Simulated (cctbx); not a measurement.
# Diagnosing a refinement

Cell a = 6.5300 Å, b = 6.5300 Å, c = 19.4330 Å, α = 90.00°, β = 90.00°, γ = 90.00°; space group P4/n (no. 85, origin choice 1). The compound is Sr2CrSbS6.

The data are simulated with cctbx, not measured: synchrotron X-rays, λ = 0.7749 Å, to d = 0.6 Å, 80 % of the full sphere, strongest reflection 5000 counts, noise from counting, a 3 % proportional error and a noise floor of 15 counts (s.d.); no absorption, and some extinction, which the refinements don't model.

An anisotropic refinement with weights 1/σ² prints:

```text
Rint 0.224, 2030 unique reflections to 0.60 A
cycle     R1     wR2    GooF  max shift (A)
   1  0.1494  0.2682   2.737   0.00000
final R1 0.1494 wR2 0.2682 GooF 2.737  parameters 42  data/parameter 48.3
atom        x        y        z      Ueq    occ   su(xyz)  su(Uiso or U11)
Sb1    0.50000  0.00000  0.62798   0.0036  1.000  0.00053  0.0018
Sb2    0.50000  0.00000  0.12800   0.0032  1.000  0.00052  0.0017
Sr1    0.50000  0.50000  0.75125   0.0073  1.000  0.00081  0.0065
Sr2    0.00000  0.00000  0.50000   0.0030  1.000  0.00000  0.0036
Sr3    0.00000  0.00000  0.00000   0.0081  1.000  0.00000  0.0043
Cr1    0.00000  0.50000  0.12707   0.0030  1.000  0.00118  0.0042
Cr2    0.00000  0.50000  0.62812   0.0091  1.000  0.00150  0.0053
S1     0.29244  0.28960  0.12798   0.0118  1.000  0.00118  0.0029
S2     0.50000  0.00000  0.74900   0.0069  1.000  0.00193  0.0114
S3     0.00000  0.50000  0.49829   0.0080  1.000  0.00207  0.0087
S4     0.50000  0.00000  0.24956   0.0043  1.000  0.00178  0.0103
S5     0.00000  0.50000  0.99876   0.0076  1.000  0.00206  0.0085
difference map: max 52.38 min -14.57 rms 2.44
Q1    0.2014  0.2105  0.3735    8   54.58  2.30 A from Sb1
Q2    0.1959  0.2107  0.8802    8   27.29  0.18 A from S1
Q3    0.0000  0.5000  0.8257    2   10.84  0.90 A from Sb2
Q4    0.0000  0.5000  0.7821    2   10.69  0.62 A from S4
Q5    0.1862  0.7885  0.3756    8    9.56  2.24 A from Sb1
Q6    0.0000  0.5000  0.5573    2    8.54  1.15 A from S3
```

Q: Accept it or mend it, and why?

Mend it. The fault: an atom left out, S at (0.3009, 0.2885, 0.6253). Against the right model at the same level, R1 goes from 0.0538 to 0.1494 and GooF from 0.94 to 2.74 and the top difference peak, 54.6 e/Å³, lies 2.30 Å from Sb1. Q1 is the missing atom. With scattering power missing, scale and phases suffer, so peaks may also grow on the heavy atoms.

The compound is Sr2CrSbS6. The right model at the same level gives:

```text
Rint 0.224, 2030 unique reflections to 0.60 A
cycle     R1     wR2    GooF  max shift (A)
   1  0.0580  0.0939   0.961   0.02524
   3  0.0539  0.0918   0.938   0.00029
final R1 0.0538 wR2 0.0918 GooF 0.938  parameters 51  data/parameter 39.8
atom        x        y        z      Ueq    occ   su(xyz)  su(Uiso or U11)
Sb1    0.50000  0.00000  0.62759   0.0032  1.000  0.00018  0.0010
Sb2    0.50000  0.00000  0.12852   0.0037  1.000  0.00019  0.0010
Sr1    0.50000  0.50000  0.75283   0.0076  1.000  0.00023  0.0021
Sr2    0.00000  0.00000  0.50000   0.0031  1.000  0.00000  0.0018
Sr3    0.00000  0.00000  0.00000   0.0052  1.000  0.00000  0.0020
Cr1    0.00000  0.50000  0.12713   0.0027  1.000  0.00043  0.0024  NPD
Cr2    0.00000  0.50000  0.62846   0.0082  1.000  0.00056  0.0027
S1     0.30053  0.28876  0.62507   0.0086  1.000  0.00141  0.0028
S2     0.29316  0.29064  0.12668   0.0116  1.000  0.00139  0.0026
S3     0.50000  0.00000  0.74907   0.0089  1.000  0.00069  0.0047
S4     0.00000  0.50000  0.49857   0.0065  1.000  0.00111  0.0035
S5     0.50000  0.00000  0.24947   0.0042  1.000  0.00049  0.0042  NPD
S6     0.00000  0.50000  0.99849   0.0074  1.000  0.00097  0.0040
difference map: max 10.75 min -9.48 rms 1.69
Q1    0.0000  0.5000  0.0797    2   10.84  0.92 A from Cr1
Q2    0.0000  0.5000  0.8403    2   10.68  0.61 A from Sb2
Q3    0.0000  0.5000  0.5560    2    7.42  1.12 A from S4
Q4    0.0549  0.2830  0.1558    8    6.65  1.56 A from Cr1
Q5    0.1181  0.2536  0.1236    8    6.54  1.17 A from S2
Q6    0.0933  0.3353  0.6083    8    6.32  1.30 A from Cr2
```

Isotropic U is held between 0.0001 and 1 Å² by the program, and listed peak heights are interpolated, so they can pass the grid's maximum.

This is a model crystal, built by substitution and not relaxed, with assumed displacement parameters.

[Middle refinement cycles are left out of these outputs.]

[Logs are printed without paths, hosts, clocks, repeated set-up lines and the standing remarks that a program may print on its own settings, such as how far it seeks lower states.]
